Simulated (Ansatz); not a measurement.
# Phonons of SnTe (Fm-3m) against volume

Aim: how do the optical modes of SnTe (Fm-3m) move with volume?

Calculated with Ansatz 0.2.0; DFT LDA, scalar-relativistic, plane waves, PAW; PAW set soft_1.

Report form: the programs' logs are mostly left out.

The database entry behind the starting cell differs from later determinations by our own check (about 0.3 % short), so it need not match the best structure at ambient conditions.

## 1. Starting point

It takes space group Fm-3m (No. 225, cubic). Conventional cell: a = 6.302 Å, b = 6.302 Å, c = 6.302 Å, α = 90.00°, β = 90.00°, γ = 90.00°. Sn has 6 Te at 3.15 Å nearest. Nearest to Te lie 6 Sn at 3.15 Å. Farther neighbours and most contacts between anions are not listed.

## 2. Relaxation

Harmonic phonons are second derivatives at a point where the forces vanish, and they are wanted at zero stress, so atoms and cell are relaxed first.

Input file input.yaml:

```yaml
crystal:
  lattice:
    - [0.0, 3.15085, 3.15085]
    - [3.15085, 0.0, 3.15085]
    - [3.15085, 3.15085, 0.0]
  atoms:
    - { symbol: Sn, position: [0.0, 0.0, 0.0] }
    - { symbol: Te, position: [0.5, 0.5, 0.5] }
kpoints:
  mp_grid: { grid: [10, 10, 10] }
hamiltonian:
  xc: lda
  pseudopotentials: { kind: paw, azcp: { folder: soft_1 }, xc_functional: pbe }
scf:
  occupations: { method: gaussian, width: 0.01 }
output:
  forces: true
  stress: true
  eigenvalues: true
relax:
  adjacent_minimum: "off"
  f_tol: 0.005
  max_steps: 80
  cell: { stress_tol: 0.05 }
```

Command:

```sh
$ ansatz run input.yaml --threads 4 --pin off --max-ram 10240MiB --backend cpu --events-out ev --progress --plain --runs-dir out
```

The job ended after 6.3 s (4 threads of Arm Neoverse N1, shared host; peak memory 0.37 GiB; 23 s of CPU time).

Step by step:

| step | energy less that of the first step (eV) | largest force component (eV/Å) | pressure (GPa) | volume (Å³) |
| --- | --- | --- | --- | --- |
| 1 | 0.0000 | 0.0000 | -1.50 | 62.56 |
| 2 | -0.0084 | 0.0000 | 0.64 | 59.87 |
| 3 | -0.0097 | 0.0000 | -0.03 | 60.65 |
| 4* | -0.0094 | 0.0000 | -0.04 | 60.65 |

Relaxation steps marked * repeat the geometry before them on a plane-wave basis chosen anew for their cell, so energy and pressure can jump there.

Forces are held to the 48 operations that the run works with; a distortion that breaks them can't arise in this run.

| conventional cell, symmetrised | before | after | change |
| --- | --- | --- | --- |
| a (Å) | 6.302 | 6.237 | -1.0 % |
| b (Å) | 6.302 | 6.237 | -1.0 % |
| c (Å) | 6.302 | 6.237 | -1.0 % |
| volume (Å³/atom) | 31.28 | 30.33 | -3.1 % |

Final coordinates:

```cif
data_structure
_symmetry_space_group_name_H-M 'P 1'
_symmetry_Int_Tables_number 1
_cell_length_a 4.4102
_cell_length_b 4.4102
_cell_length_c 4.4102
_cell_angle_alpha 60.000
_cell_angle_beta 60.000
_cell_angle_gamma 60.000
_cell_volume 60.65
loop_
_atom_site_label
_atom_site_type_symbol
_atom_site_fract_x
_atom_site_fract_y
_atom_site_fract_z
_atom_site_occupancy
Sn1 Sn 0.00000 0.00000 0.00000 1
Te2 Te 0.50000 0.50000 0.50000 1
```

This step gave:

- pressure: -0.03638 GPa
- gap on the k-mesh: 0.1962 eV
- volume per atom: 30.33 Å³

In this step the volume went from 31.28 to 30.33 Å³/atom.

## 3. Tight relaxation

Phonons need small forces and stress, so the relaxation is finished with tight tolerances on 12×12×12 k points.

input.yaml, the sections that differ from step 2:

```yaml
crystal:
  lattice:
    - [0.0, 3.1184625018, 3.1184625018]
    - [3.1184625018, 0.0, 3.1184625018]
    - [3.1184625018, 3.1184625018, 0.0]
  atoms:
    - { symbol: Sn, position: [0.0, 0.0, 0.0] }
    - { symbol: Te, position: [0.5, 0.5, 0.5] }
kpoints:
  mp_grid: { grid: [12, 12, 12] }
relax:
  adjacent_minimum: "off"
  f_tol: 0.001
  max_steps: 60
  cell: { stress_tol: 0.01 }
# hamiltonian, scf, output: as in step 2
```

Elapsed: 9.3 s, on 4 threads; peak memory 0.39 GiB; 35 s of CPU time.

Little changed from the start: no atom moved by 0.005 Å and no cell edge by 0.1 %.

This step gave:

```yaml
pressure: -5.90e-5 GPa
gap_on_the_k_mesh: 0.1982 eV
volume_per_atom: 30.31 Å³
```

The forces vanish by symmetry and the pressure is 0.000 GPa, within the tolerances set. The cell now holds 30.31 Å³/atom.

## 4. Zone-centre response at rest

Phonons follow from the second derivative of the energy, found here by linear response.

The modes at rest are the reference of the series.

input.yaml, the sections that differ from step 3:

```yaml
crystal:
  lattice:
    - [0.0, 3.117845228, 3.117845228]
    - [3.117845228, 0.0, 3.117845228]
    - [3.117845228, 3.117845228, 0.0]
  atoms:
    - { symbol: Sn, position: [0.0, 0.0, 0.0] }
    - { symbol: Te, position: [0.5, 0.5, 0.5] }
output:
  eigenvalues: true
phonons:
  method: dfpt
# kpoints, hamiltonian, scf: as in step 3
# relax: removed
```

Run time: 22 s. Hardware: 4 threads; peak memory 0.77 GiB.

This step gave:

```yaml
sum_rule_residual_before_enforcement: 8.25e-5 eV/Å²
point_group: m-3m
highest_optical_mode_at_the_zone_centre_no_lo_to_term: 28.68 cm⁻¹
lowest_optical_zone_centre_mode: 28.68 cm⁻¹
```

Without the LO-TO term. Patterns of degenerate modes are one choice out of their space. Modes at Γ, with each element's share of the kinetic energy:

| mode | frequency (cm⁻¹) | symmetry | Sn % | Te % |
| --- | --- | --- | --- | --- |
| 1 | 0.0 | acoustic | 48 | 52 |
| 2 | 0.0 | acoustic | 48 | 52 |
| 3 | 0.0 | acoustic | 48 | 52 |
| 4 | 28.7 | T1u | 52 | 48 |
| 5 | 28.7 | T1u | 52 | 48 |
| 6 | 28.7 | T1u | 52 | 48 |

Displacements in mode 4 (28.7 cm⁻¹), the largest set to 1:
```
Sn1  0.00  0.00  1.00
Te2  0.00  0.00 -0.93
```

Before it was imposed, the acoustic sum rule was missed by 8.2e-5 eV/Å². Small misses are needed for a sound result but don't prove that mesh and cutoff are converged. The lowest optical mode is real, 28.7 cm⁻¹.

## 5. Ground state of a member: 1.04 times the volume at rest

The cell is set to 1.04 times the volume at rest; symmetry leaves nothing else free, so this is a single point.

input.yaml, the sections that differ from step 4:

```yaml
crystal:
  lattice:
    - [0.0, 3.1588742125, 3.1588742125]
    - [3.1588742125, 0.0, 3.1588742125]
    - [3.1588742125, 3.1588742125, 0.0]
  atoms:
    - { symbol: Sn, position: [0.0, 0.0, 0.0] }
    - { symbol: Te, position: [0.5, 0.5, 0.5] }
output:
  forces: true
  stress: true
  eigenvalues: true
# kpoints, hamiltonian, scf: as in step 4
# phonons: removed
```

Wall time 2.1 s (4 threads); peak memory 0.38 GiB; 7.6 s of CPU time.

This step gave:

```yaml
pressure: -1.818 GPa
gap_on_the_k_mesh: 0.08497 eV
volume_per_atom: 31.52 Å³
```

The forces vanish by symmetry, at a pressure of -1.82 GPa.

## 6. Zone-centre modes of the member: 1.04 times the volume at rest

The zone-centre modes follow for 1.04 times the volume at rest.

input.yaml: that of step 5 with these lines changed.

```diff
@@ -16,4 +16,4 @@
 output:
-  forces: true
-  stress: true
   eigenvalues: true
+phonons:
+  method: dfpt
```

The job ended after 23 s (4 threads; peak memory 0.78 GiB).

Numbers from this step:

- gap on the k-mesh: 0.08498 eV
- sum-rule residual before enforcement: 3.36e-5 eV/Å²
- highest optical mode at the zone centre (no LO-TO term): -36.19 cm⁻¹
- lowest optical zone-centre mode: -36.19 cm⁻¹

Without the LO-TO term. Patterns of degenerate modes are one choice out of their space. The modes at Γ (shares of kinetic energy by element, %) (negative means imaginary):

| mode | frequency (cm⁻¹) | symmetry | Sn % | Te % |
| --- | --- | --- | --- | --- |
| 1 | -36.2 | T1u | 52 | 48 |
| 2 | -36.2 | T1u | 52 | 48 |
| 3 | -36.2 | T1u | 52 | 48 |
| 4 | 0.0 | acoustic | 48 | 52 |
| 5 | 0.0 | acoustic | 48 | 52 |
| 6 | 0.0 | acoustic | 48 | 52 |

Displacements in mode 1 (-36.2 cm⁻¹), the largest set to 1:
```
Sn1  0.00  0.09  1.00
Te2  0.00 -0.08 -0.93
```

The optical mode without the LO-TO term lies at -36.2 cm⁻¹.

Between step 4 and this run (volume ratio 1.04) the value for the highest optical mode at the zone centre (no LO-TO term) moves from 28.7 cm⁻¹ to -36.2 cm⁻¹.

## 7. Ground state of a member: 0.9 times the volume at rest

The cell is set to 0.9 times the volume at rest; symmetry leaves nothing else free, so this is a single point.

input.yaml, the sections that differ from step 6:

```yaml
crystal:
  lattice:
    - [0.0, 3.0102464705, 3.0102464705]
    - [3.0102464705, 0.0, 3.0102464705]
    - [3.0102464705, 3.0102464705, 0.0]
  atoms:
    - { symbol: Sn, position: [0.0, 0.0, 0.0] }
    - { symbol: Te, position: [0.5, 0.5, 0.5] }
output:
  forces: true
  stress: true
  eigenvalues: true
# kpoints, hamiltonian, scf: as in step 6
# phonons: removed
```

It took 1.8 s on 4 threads; peak memory 0.37 GiB.

This step gave:

- pressure: 6.750 GPa
- gap on the k-mesh: 0.2363 eV
- volume per atom: 27.28 Å³

The forces vanish by symmetry, at a pressure of 6.75 GPa.

## 8. Modes of this member: 0.9 times the volume at rest

The zone-centre modes follow for 0.9 times the volume at rest.

input.yaml: that of step 7 with these lines changed.

```diff
@@ -16,4 +16,4 @@
 output:
-  forces: true
-  stress: true
   eigenvalues: true
+phonons:
+  method: dfpt
```

Elapsed: 19 s, on 4 threads; peak memory 0.73 GiB.

This step gave:

```yaml
sum_rule_residual_before_enforcement: 3.99e-5 eV/Å²
highest_optical_mode_at_the_zone_centre_no_lo_to_term: 80.11 cm⁻¹
lowest_optical_zone_centre_mode: 80.11 cm⁻¹
```

Without the LO-TO term. Patterns of degenerate modes are one choice out of their space. Modes at Γ, with each element's share of the kinetic energy:

| mode | frequency (cm⁻¹) | symmetry | Sn % | Te % |
| --- | --- | --- | --- | --- |
| 1 | 0.0 | acoustic | 48 | 52 |
| 2 | 0.0 | acoustic | 48 | 52 |
| 3 | 0.0 | acoustic | 48 | 52 |
| 4 | 80.1 | T1u | 52 | 48 |
| 5 | 80.1 | T1u | 52 | 48 |
| 6 | 80.1 | T1u | 52 | 48 |

The optical mode without the LO-TO term lies at 80.1 cm⁻¹.

Between step 4 and this run (volume ratio 0.9) the value for the highest optical mode at the zone centre (no LO-TO term) moves from 28.7 cm⁻¹ to 80.1 cm⁻¹ (+179 %).

## 9. The series together

The members are set side by side, also those not shown above.

Each row is one cell with its response, relaxed at fixed volume as far as symmetry leaves anything free; energies are extrapolated to zero smearing, and E0 is that at rest; imaginary frequencies occur in the series; members with a gap under 0.05 eV are left out; shape and atoms are relaxed in each cell where symmetry leaves them free. State of the crystal along the series:

| volume ratio | V (Å³/atom) | pressure (GPa) | E - E0 (meV/atom) | gap on mesh (eV) |
| --- | --- | --- | --- | --- |
| 0.9 | 27.28 | 6.75 | 57.99 | 0.2362 |
| 0.92 | 27.88 | 5.085 | 35.66 | 0.2855 |
| 0.94 | 28.49 | 3.596 | 19.29 | 0.3103 |
| 0.96 | 29.1 | 2.263 | 8.253 | 0.3188 |
| 0.98 | 29.7 | 1.07 | 1.989 | 0.259 |
| 0.99 | 30 | 0.5201 | 0.4905 | 0.2282 |
| 1 | 30.31 | -5.90e-5 | 0 | 0.1982 |
| 1.02 | 30.91 | -0.9588 | 1.85 | 0.1402 |
| 1.04 | 31.52 | -1.818 | 7.13 | 0.08497 |

Each mode is tracked from rest by its pattern, and modes that stay within 0.3 cm⁻¹ of each other stand once; imaginary frequencies occur in the series; members with a gap under 0.05 eV are left out; shape and atoms are relaxed in each cell where symmetry leaves them free. Optical modes along the series:

| V (Å³/atom) | mode 4 T1u (cm⁻¹) |
| --- | --- |
| 27.28 | 80.11 |
| 27.88 | 71.93 |
| 28.49 | 63.27 |
| 29.1 | 53.81 |
| 29.7 | 42.9 |
| 30 | 36.45 |
| 30.31 | 28.68 |
| 30.91 | -13.88 |
| 31.52 | -36.19 |

## 10. Results

- members: 9
- highest optical mode at the zone centre (no LO-TO term), at rest: 28.68 cm⁻¹
- bulk modulus at rest: 50.6 GPa

What this shows: The series spans -1.8 to 6.7 GPa, and the slope at rest gives a bulk modulus of 51 GPa. A mode is imaginary at volume ratio 1.02 and 1.04, where this structure is not a minimum. The gap on the mesh falls to 0.08 eV within the series. One k mesh and one cutoff serve the ground states and modes of all volumes. At volume ratio 1.06 the gap on the mesh is under 0.05 eV, where mesh and smearing no longer suit, so this member is left out. These are harmonic frequencies at zero temperature: anharmonic shifts, linewidths and thermal expansion are left out. Spin-orbit coupling is left out, which can matter for the heavy elements here. The PAW files were made for PBE; the program adapts parts of them to the functional of the run, but their partial waves stay those of PBE, an approximation that was not tested in this session. Only the zone centre was solved, so an instability at another wavevector cannot show here.

[Logs are printed without paths, hosts, clocks, repeated set-up lines and the standing remarks that a program may print on its own settings, such as how far it seeks lower states.]

[Hosts, paths, dates, database ids (printed as entryN), source tags and the programs' standing remarks are cut or masked in the printed files.]
